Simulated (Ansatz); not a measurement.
## Quasiparticle gap of PbS (Galena)

Aim: the quasiparticle gap of PbS (Galena), starting from PBE.

Main program and level: Ansatz 0.2.0; PBE, then G0W0 on it, plane waves, PAW.

Most raw output is cut from this account.

The database entry behind the starting cell differs from later determinations by our own check (about 0.1 % short), so it need not match the best structure at ambient conditions.

In doubt: masses and optical values from hybrid runs of this build are listed as unsure (in some of the runs), which bears on the screening that GW takes from such a start.

## Step 1: Starting point

It takes space group Fm-3m (No. 225, cubic). The conventional cell has a = 5.931 Å, b = 5.931 Å, c = 5.931 Å, α = 90.00°, β = 90.00°, γ = 90.00°. Nearest to Pb lie 6 S at 2.97 Å. S has 6 Pb at 2.97 Å nearest. Farther neighbours and most contacts between anions are not listed.

Structure file:

```cif
data_structure
_symmetry_space_group_name_H-M 'Fm-3m'
_symmetry_Int_Tables_number 225
_cell_length_a 5.9315
_cell_length_b 5.9315
_cell_length_c 5.9315
_cell_angle_alpha 90.000
_cell_angle_beta 90.000
_cell_angle_gamma 90.000
_cell_volume 208.69
loop_
_atom_site_label
_atom_site_type_symbol
_atom_site_symmetry_multiplicity
_atom_site_Wyckoff_symbol
_atom_site_fract_x
_atom_site_fract_y
_atom_site_fract_z
_atom_site_occupancy
Pb1 Pb 4 a 0.00000 0.00000 0.00000 1
S1 S 4 b 0.50000 0.00000 0.00000 1
```

The cell and positions come from the Crystallography Open Database and are kept as given unless a step says otherwise. Spin-orbit coupling is left out unless a step names it.

## Step 2: The PBE band structure

Levels along a band path and on the mesh show where this functional puts the band edges.

This step: DFT, PBE, plane waves, PAW; PAW set soft_1.

input.yaml reads:

```yaml
crystal:
  lattice:
    - [0.0, 2.96575, 2.96575]
    - [2.96575, 0.0, 2.96575]
    - [2.96575, 2.96575, 0.0]
  atoms:
    - { symbol: Pb, position: [0.0, 0.0, 0.0] }
    - { symbol: S, position: [0.5, 0.5, 0.5] }
kpoints:
  mp_grid: { grid: [6, 6, 6] }
  band_path:
    path:
      - [[0.0, 0.0, 0.0], [0.5, 0.0, 0.5], [0.625, 0.25, 0.625]]
      - [[0.375, 0.375, 0.75], [0.0, 0.0, 0.0], [0.5, 0.5, 0.5], [0.5, 0.25, 0.75], [0.5, 0.0, 0.5]]
    npoints: 10
hamiltonian:
  xc: pbe
  pseudopotentials: { kind: paw, azcp: { folder: soft_1 } }
scf:
  occupations: { method: fermi_dirac, width: 0.02 }
  n_extra_bands: 4
output:
  eigenvalues: true
```

Command:

```
$ ansatz run input.yaml --threads 24 --pin off --max-ram 82944MiB --backend cuda --events-out ev --progress --plain --runs-dir out --devices 1 --max-vram 78GiB
```

The job ended after 2.4 s (1 × NVIDIA GB200 (shared by 2 runs) with 24 threads of Arm Neoverse V2, shared host; peak memory 0.95 GiB; 2.1 s of CPU time).

Numbers from this step:

```yaml
filled_bands: 10
gap: 0.3666 eV
valence_top_at: L
conduction_bottom_at: L
least_direct_gap: 0.3666 eV
```

Over mesh and path the gap is 0.367 eV, direct, at k = (0.500, 0.500, 0.500).

The electronic bands at the labelled points (eV, zero at the top of the highest nominally filled band):

```
    point  band 7  band 8  band 9  band 10  band 11  band 12  band 13  band 14
        Γ   -6.03   -2.17   -2.17    -2.17     5.22     5.22     5.22     6.70
  halfway   -7.23   -2.84   -2.84    -1.72     2.44     4.73     4.92     4.92
        X   -7.20   -5.20   -3.44    -3.44     3.86     5.58     5.69     5.69
  halfway   -7.47   -5.09   -3.31    -3.15     3.89     5.18     5.43     5.58
        U   -7.98   -4.78   -2.94    -2.48     3.33     4.13     5.05     6.22
jump to K   -7.98   -4.78   -2.94    -2.48     3.33     4.13     5.05     6.22
  halfway   -7.71   -3.11   -1.71    -0.59     1.48     2.51     4.14     7.57
        Γ   -6.03   -2.17   -2.17    -2.17     5.22     5.22     5.22     6.70
  halfway   -7.46   -2.01   -2.01    -1.17     2.36     3.22     3.22     6.86
        L   -8.85   -1.78   -1.78     0.00     0.37     1.96     1.96     8.66
  halfway   -8.48   -3.44   -3.01    -0.99     1.56     3.40     4.03     7.99
        W   -7.94   -4.43   -4.43    -1.03     2.19     4.66     4.66     8.15
  halfway   -7.62   -4.99   -3.76    -2.40     4.00     4.09     5.29     6.38
        X   -7.20   -5.20   -3.44    -3.44     3.86     5.58     5.69     5.69
```

## Step 3: One-shot GW

G0W0 replaces the xc potential by a self-energy built once from the orbitals of the start. Levels are corrected in the window of bands that the input names, at points of the mesh.

This step: G0W0 on PBE, plane waves, PAW; PAW set soft_1.

input.yaml, the sections that differ from step 2:

```yaml
kpoints:
  mp_grid: { grid: [4, 4, 4] }
scf:
  occupations: { method: fixed }
gw:
  n_empty_bands: 335
  ecut_chi: 200.0
  qp_bands: [v2, c2]
  qp_kpoints: band_edges
  screening: { model: contour_deformation }
# crystal, hamiltonian: as in step 2
# output: removed
```

Wall time 3.9 s (1 × NVIDIA GB200 (shared by 2 runs) with 24 threads); peak memory 1.3 GiB; 8.2 s of CPU time.

Numbers from this step:

| Item | Value |
| --- | --- |
| bands summed | 345 |
| RPA ε∞ on this mesh (eigenvalues) | 69.91, 69.91, 69.91 |
| plane waves in the screening matrix | 331 |
| q-points in the mesh | 64 |
| G0W0 gap over the corrected points | 0.6054 eV |
| k of the valence top | 0, 0, -0.5 |
| k of the conduction bottom | 0, 0, -0.5 |
| starting gap on the mesh | 0.3651 eV |
| Z at the valence top | 0.7130 |
| Z at the conduction bottom | 0.7415 |
| least direct G0W0 gap over the corrected points | 0.6054 eV |

Over 3 of 8 irreducible mesh points the G0W0 gap is 0.605 eV, direct, at k = (0.000, 0.000, -0.500). The PBE gap of this run on the mesh is 0.365 eV. The two states that bound the G0W0 gap lie that far apart at the start, so the correction of the gap is 0.605 − 0.365 = +0.240 eV. The start of this run differs from the step before in mesh (6×6×6 and 4×4×4).

Labels follow the order of the start: v1 is the top filled band, c1 the lowest empty one; levels that stay degenerate share a row, the window can cut a multiplet, doubted levels are not marked in this list, bands outside the window were not corrected, and the list may be a part of the corrected levels. The levels before and after the correction (eV, zero at the valence-band top of each column):

```
           conduction bottom  valence top
Kohn-Sham               0.37         0.00
     G0W0               0.61         0.00
```

```
                   level  occupation  energy (eV)
Kohn-Sham  (0 0 -0.5) v2           2       -1.783
Kohn-Sham  (0 0 -0.5) v1           2        0.000
Kohn-Sham  (0 0 -0.5) c1           0        0.365
Kohn-Sham  (0 0 -0.5) c2           0        1.964
     G0W0  (0 0 -0.5) v2           2       -1.798
     G0W0  (0 0 -0.5) v1           2        0.000
     G0W0  (0 0 -0.5) c1           0        0.605
     G0W0  (0 0 -0.5) c2           0        2.332
```

The parts of the quasiparticle energy for the two states that bound the G0W0 gap, in eV on the run's own scale (QP = start + Σx + Σc − Vxc, with Σc at the quasiparticle energy):

```
             edge                       k  band  start       Σx      Σc      Vxc      Z     QP
      valence top  (0.000, 0.000, -0.500)    10  8.565  −17.723   0.779  −16.489  0.713  8.111
conduction bottom  (0.000, 0.000, -0.500)    11  8.930   −7.819  −3.611  −11.216  0.742  8.716
```

## Step 4: Spin-orbit coupling in PBE

This run has two-component orbitals with spin-orbit coupling.

This step: DFT, PBE with spin-orbit coupling, plane waves, PAW; PAW set soft_1.

input.yaml reads:

```yaml
crystal:
  lattice:
    - [0.0, 2.96575, 2.96575]
    - [2.96575, 0.0, 2.96575]
    - [2.96575, 2.96575, 0.0]
  atoms:
    - { symbol: Pb, position: [0.0, 0.0, 0.0] }
    - { symbol: S, position: [0.5, 0.5, 0.5] }
kpoints:
  mp_grid: { grid: [6, 6, 6] }
  band_path:
    path:
      - [0.0, 0.0, 0.0]
      - [0.5, 0.0, 0.5]
      - [0.625, 0.25, 0.625]
      - [0.375, 0.375, 0.75]
      - [0.5, 0.5, 0.5]
      - [0.5, 0.25, 0.75]
    npoints: 1
hamiltonian:
  xc: pbe
  pseudopotentials: { kind: paw_fr, azcp: { folder: soft_1 } }
scf:
  occupations: { method: fermi_dirac, width: 0.02 }
  n_extra_bands: 8
magnetization:
  noncollinear: true
  spin_orbit: true
output:
  eigenvalues: true
```

The job ended after 3.4 s (1 × NVIDIA GB200 (shared by 2 runs) with 24 threads; peak memory 1.1 GiB; 4.3 s of CPU time).

This step gave:

```yaml
gap: 0.07295 eV
valence_top_at: L
conduction_bottom_at: k = (0.000, 0.000, -0.500)
least_direct_gap: 0.07295 eV
```

Over mesh and listed points the gap is 0.073 eV, direct, at k = (0.000, 0.000, -0.500). A gap this narrow can be one between bands that have crossed; their order was not checked. It is no wider than five times the smearing of 0.02 eV. PBE+SOC against PBE: 0.073 − 0.367 = −0.294 eV, with the same mesh, set of files (read in its fully relativistic form for the spin-orbit run) and cutoff, and both edges at the same k points. The spin-orbit run sees mesh and listed points alone, so its gap is an upper bound: the coupling can move an edge off these points, and the change over the zone, its sign included where it is small, is not known. The order of the bands was not checked, so with a gap cut this far they may have crossed.

## Step 5: Side by side

Each gap is the least one over the points named; times are wall times on shared hosts, not benchmarks. A G0W0 time includes the run's own self-consistent start. Runs with listed points see these and the mesh alone, so an edge that moves elsewhere is missed. Rows marked * are further runs, not shown as steps, whose inputs differ from the G0W0 step on the same start in the columns given; solver thresholds can differ too. Symmetry makes (0.500, 0.500, 0.500) and (0.000, 0.000, -0.500) one point.

```
    level   mesh       files, cutoff    bands summed, screening                          points  gap (eV)             valence top       conduction bottom  least direct gap (eV)   time
      PBE  6×6×6  soft_1 PAW, 420 eV                          -                   mesh and path     0.367   (0.500, 0.500, 0.500)   (0.500, 0.500, 0.500)                  0.367  2.4 s
  PBE+SOC  6×6×6  soft_1 PAW, 420 eV                          -          mesh and listed points     0.073   (0.500, 0.500, 0.500)  (0.000, 0.000, -0.500)                  0.073  3.4 s
G0W0@PBE*  4×4×4  soft_1 PAW, 420 eV                  65, 60 eV  3 of 8 irreducible mesh points     0.318  (0.000, 0.000, -0.500)  (0.000, 0.000, -0.500)                  0.318  2.6 s
G0W0@PBE*  4×4×4  soft_1 PAW, 420 eV                165, 120 eV  3 of 8 irreducible mesh points     0.472  (0.000, 0.000, -0.500)  (0.000, 0.000, -0.500)                  0.472  2.7 s
 G0W0@PBE  4×4×4  soft_1 PAW, 420 eV                345, 200 eV  3 of 8 irreducible mesh points     0.605  (0.000, 0.000, -0.500)  (0.000, 0.000, -0.500)                  0.605  3.9 s
G0W0@PBE*  4×4×4  soft_1 PAW, 420 eV  165, 120 eV, plasmon pole  3 of 8 irreducible mesh points     0.407  (0.000, 0.000, -0.500)  (0.000, 0.000, -0.500)                  0.407  2.4 s
```

## Step 6: Summary of results

| Item | Value |
| --- | --- |
| PBE gap over mesh and path | 0.367 eV, direct, at k = (0.500, 0.500, 0.500) |
| G0W0@PBE gap over 3 of 8 irreducible mesh points | 0.605 eV, direct, at k = (0.000, 0.000, -0.500) |
| PBE+SOC gap over mesh and listed points | 0.073 eV |
| GW settings | 4×4×4 mesh, 335 empty bands, screening to 200 eV, PAW set soft_1 files |
| known limits | finite bands, screening cutoff and k mesh; no spin-orbit coupling in G0W0; band order with spin-orbit coupling not checked; large ε∞ on the G0W0 mesh |

In words: Over 3 of 8 irreducible mesh points the G0W0 gap is 0.605 eV, direct, at k = (0.000, 0.000, -0.500). The PBE gap of this run on the mesh is 0.365 eV. The two states that bound the G0W0 gap lie that far apart at the start, so the correction of the gap is 0.605 − 0.365 = +0.240 eV. The valence state moves by 8.111 − 8.565 = −0.454 eV and the conduction state by 8.716 − 8.930 = −0.214 eV, on the run's own scale; with 65 bands the edge states move by +0.150 and +0.103 eV, so the split between the edges depends on the bands and cutoff. Both edges that PBE shows over mesh and path lie at k points where levels were corrected. Levels at other points were not corrected, so a lower G0W0 gap elsewhere in the zone is not ruled out. From 65 bands and 60 eV to 345 bands and 200 eV the gap moves by 0.605 − 0.318 = +0.287 eV (rung by rung 0.318, 0.472, 0.605 eV); bands and screening cutoff rise together, so their parts are not told apart. A line in one over the bands through the two highest rungs gives 0.605 + (0.605 − 0.472) × 165 / (345 − 165) = 0.727 eV, and through the pair below 0.472 + (0.472 − 0.318) × 65 / (165 − 65) = 0.572 eV. The two differ by 0.155 eV, not under the 0.030 eV asked, so the law does not hold well over these rungs and the limit is not known. With the plasmon pole model in place of the contour deformation model and all else as in the G0W0@PBE row with 165 bands, the gap differs by 0.407 − 0.472 = −0.065 eV. G0W0 on other starts in this series, not shown as steps and not all at these settings: 0.721 eV on HSE06 (4×4×4, soft_1 PAW, 165 bands, 120 eV). PBE+SOC against PBE: 0.073 − 0.367 = −0.294 eV, with the same mesh, set of files (read in its fully relativistic form for the spin-orbit run) and cutoff, and both edges at the same k points. The spin-orbit run sees mesh and listed points alone, so its gap is an upper bound: the coupling can move an edge off these points, and the change over the zone, its sign included where it is small, is not known. The order of the bands was not checked, so with a gap cut this far they may have crossed. What spin-orbit coupling does to the G0W0 levels was not computed, so no sum with the G0W0 gap is formed. The G0W0 runs are scalar-relativistic. With heavy atoms and a narrow start gap, spin-orbit coupling can change the order of the bands at the edges; the order was not checked, and the scalar-relativistic G0W0 gap may be a model value. The largest eigenvalue of the RPA ε∞ is large: 70 in G0W0@PBE (4×4×4, 345 bands), 70 in G0W0@PBE (4×4×4, 65 bands), 70 in G0W0@PBE (4×4×4, 165 bands) and 70 in G0W0@PBE (4×4×4, 165 bands). A perturbation-theory run of this series on PBE, not shown as a step (6×6×6 (response on 512 points) mesh, soft_1 PAW), gives 17.0, so a mesh with so large a value overstates the long-range screening, which bears on the G0W0 gap by an amount not known here. No pair of G0W0 runs that differ in the mesh alone is shown (4×4×4 is a supercell whose nearest images lie 17 Å apart), so the error from the mesh is not known here. G0W0 is shown with one set of atomic data (soft_1 PAW), so the error from the files is not known here.

[Paths, hosts, dates, memory and timing lines, banners, echoed tables and standing remarks are left out of the program output.]

[Logs are printed without paths, hosts, clocks, repeated set-up lines and the standing remarks that a program may print on its own settings, such as how far it seeks lower states.]

[Runs of the session that timed out or met a known fault of the program may be left out.]

[Cells called generated may have been cut or substituted from an entry of the Crystallography Open Database or the Materials Project.]

[Hosts, paths, dates, database ids (printed as entryN), source tags and the programs' standing remarks are cut or masked in the printed files.]

[Where an RPA ε∞ is given, it is that of the G0W0 mesh and is not shown converged in it. Names of k-points follow the symmetry that the program found, which can be lower than the space group named. Band edges on a path are those of the sampled points; other points can move an edge, and change direct to indirect where valleys lie close.]

[Hybrid gaps are those of their k-mesh and are not shown converged in it.]
